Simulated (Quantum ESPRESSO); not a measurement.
# Dipole at the next field: F-SiC-H chair, 1 layer

How the rows were computed: Quantum ESPRESSO 7.5, PBE, GBRV ultrasoft; sawtooth field along the normal with dipole correction, ions clamped, threshold 1e-9 Ry; cell area 8.481 Å².

| field (V/Å) | dipole (e Å a cell) |
| --- | --- |
| 0 | −0.20380 |
| 0.1 | −0.18871 |
| 0.2 | −0.17349 |

**Question.** What is the dipole at −0.2 V/Å, and what electrostatic thickness 4πα/A follows from the rows?

By hand: The slope is (−0.17349 − (−0.20380))/0.2 = 0.1516 e Å²/V, so 4πα/A = 180.95 × 0.1516/8.481 = 3.23 Å. Linear response gives p = −0.20380 + 0.1516 × (−0.2) = −0.23411 e Å; a parabola through the three rows gives −0.23359.

**The withheld run.** p = −0.23391 e Å. The line misses by 0.7 % of the induced dipole and the parabola by 1.1 %. The response is linear over this range.

Caveats: Electrons alone respond; local and semilocal functionals tend to overscreen.
